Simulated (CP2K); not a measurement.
Isocyanocyclopropane has these distinct C atoms: C1 (bonded to N), C3 (bonded to 2 C, N and H) and C4 (bonded to 2 C and 2 H).

```xyz
10

C     2.7669   -0.4246   -0.1039
N     1.6382   -0.2554    0.2075
C     0.3030   -0.0588    0.5820
C    -0.7967   -0.6351   -0.2867
C    -0.5644    0.8556   -0.2584
H     0.1610   -0.0574    1.6618
H    -0.4794   -1.1805   -1.1727
H    -1.6661   -1.0428    0.2255
H    -0.0896    1.3089   -1.1258
H    -1.2728    1.4901    0.2706
```

Their partial C K spectra (CP2K XAS_TDP, all-electron GAPW, PBEh(45%), aug-cc-pVDZ, TDA, GW2X-corrected core level, no relativity) are given in random order, each times the number of alike atoms.

Gaussian full width 0.5 eV, oscillator strength per eV, alike atoms added, rows of zeros left out:

| E (eV) | curve 1 | curve 2 | curve 3 |
| --- | --- | --- | --- |
| 288.25 | 0.003 | 0.000 | 0.000 |
| 288.50 | 0.039 | 0.000 | 0.000 |
| 288.75 | 0.163 | 0.000 | 0.000 |
| 289.00 | 0.220 | 0.000 | 0.000 |
| 289.25 | 0.100 | 0.000 | 0.000 |
| 289.50 | 0.014 | 0.000 | 0.000 |
| 289.75 | 0.001 | 0.002 | 0.000 |
| 290.00 | 0.000 | 0.033 | 0.000 |
| 290.25 | 0.000 | 0.134 | 0.000 |
| 290.50 | 0.000 | 0.158 | 0.000 |
| 290.75 | 0.000 | 0.083 | 0.001 |
| 291.00 | 0.000 | 0.028 | 0.013 |
| 291.25 | 0.000 | 0.017 | 0.036 |
| 291.50 | 0.000 | 0.022 | 0.044 |
| 291.75 | 0.000 | 0.020 | 0.024 |
| 292.00 | 0.000 | 0.018 | 0.020 |
| 292.25 | 0.000 | 0.019 | 0.035 |
| 292.50 | 0.000 | 0.053 | 0.022 |
| 292.75 | 0.000 | 0.078 | 0.009 |
| 293.00 | 0.001 | 0.058 | 0.010 |
| 293.25 | 0.004 | 0.028 | 0.039 |
| 293.50 | 0.005 | 0.020 | 0.058 |
| 293.75 | 0.002 | 0.025 | 0.037 |
| 294.00 | 0.004 | 0.020 | 0.036 |
| 294.25 | 0.012 | 0.025 | 0.021 |
| 294.50 | 0.016 | 0.033 | 0.014 |
| 294.75 | 0.009 | 0.038 | 0.021 |
| 295.00 | 0.003 | 0.049 | 0.016 |
| 295.25 | 0.007 | 0.054 | 0.014 |
| 295.50 | 0.014 | 0.029 | 0.018 |
| 295.75 | 0.012 | 0.011 | 0.018 |
| 296.00 | 0.009 | 0.024 | 0.025 |
| 296.25 | 0.009 | 0.043 | 0.037 |
| 296.50 | 0.006 | 0.026 | 0.028 |
| 296.75 | 0.005 | 0.011 | 0.013 |
| 297.00 | 0.012 | 0.014 | 0.010 |
| 297.25 | 0.011 | 0.015 | 0.030 |
| 297.50 | 0.006 | 0.011 | 0.030 |

Q: Which curve belongs to which atom?

Curve 1: C1 (bonded to N), leading line at 288.85 eV (f = 0.068 an atom), ionisation energy 294.29 eV, term value 5.44 eV. Curve 2: C4 (bonded to 2 C and 2 H), leading line at 290.39 eV (f = 0.032 an atom), ionisation energy 292.62 eV, term value 2.23 eV. Curve 3: C3 (bonded to 2 C, N and H), leading line at 291.26 eV (f = 0.013 an atom), ionisation energy 293.83 eV, term value 2.57 eV. The leading line of an atom is its first one with 35 % of the strongest within 2.5 eV of its lowest line over the strength cut. A line lies at the core ionisation energy, which rises as an atom loses charge to its neighbours or to a π system, less the term value, which is large for a low π* or σ* orbital with weight on that atom.

[Banner, clock and machine lines of the logs are left out without a mark of their own.]

[Logs are printed without paths, hosts, clocks, repeated set-up lines and the standing remarks that a program may print on its own settings, such as how far it seeks lower states.]

[Hosts, paths, dates, database ids (printed as entryN), source tags and the programs' standing remarks are cut or masked in the printed files.]
